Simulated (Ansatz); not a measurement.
Two G0W0 runs on BaTiO3 (Pm-3m).

```
Ba Ti O
1.0
     4.00600    0.00000    0.00000
     0.00000    4.00600    0.00000
     0.00000    0.00000    4.00600
Ba Ti O
1 1 3
Direct
  0.50000 0.50000 0.50000
  0.00000 0.00000 0.00000
  0.50000 0.00000 0.00000
  0.00000 0.50000 0.00000
  0.00000 0.00000 0.50000
```

The cell and positions come from the Crystallography Open Database and are kept as given unless a step says otherwise. Spin-orbit coupling is left out unless a run names it.

The first (Ansatz 0.2.0; start PBE, 6×6×6 mesh, 382 empty bands, screening to 190 eV, hard PAW files; 1 × NVIDIA H100 80GB HBM3 (shared by 3 runs) with 4 threads of AMD EPYC 7R13 (Zen 3), shared host) gave, on its mesh: starting gap 1.80 eV, G0W0 gap 3.21 eV, RPA ε∞ (mean) 6.49, 63 s.

**Question.** The second changes empty bands from 382 to 1081 and screening cutoff (eV) from 190.0 to 380. What does it give?

It gave: starting gap 1.80 eV, G0W0 gap 3.27 eV, RPA ε∞ (mean) 6.48, 4.7 min. The G0W0 gap moves by +0.06 eV, +0.00 eV from the start and +0.06 eV from the correction. Σc changes by −0.28 eV at the valence top and −0.22 eV at the conduction bottom, and Σx − Vxc between them by +0.00 eV.

Limits: not at the basis limit; no spin-orbit coupling.

[Paths, hosts, dates, memory and timing lines, banners, echoed tables and standing remarks are left out of the program output.]

[Logs are printed without paths, hosts, clocks, repeated set-up lines and the standing remarks that a program may print on its own settings, such as how far it seeks lower states.]

[Runs of the session that timed out or met a known fault of the program may be left out.]

[Cells called generated may have been cut or substituted from an entry of the Crystallography Open Database or the Materials Project.]

[Hosts, paths, dates, database ids (printed as entryN), source tags and the programs' standing remarks are cut or masked in the printed files.]
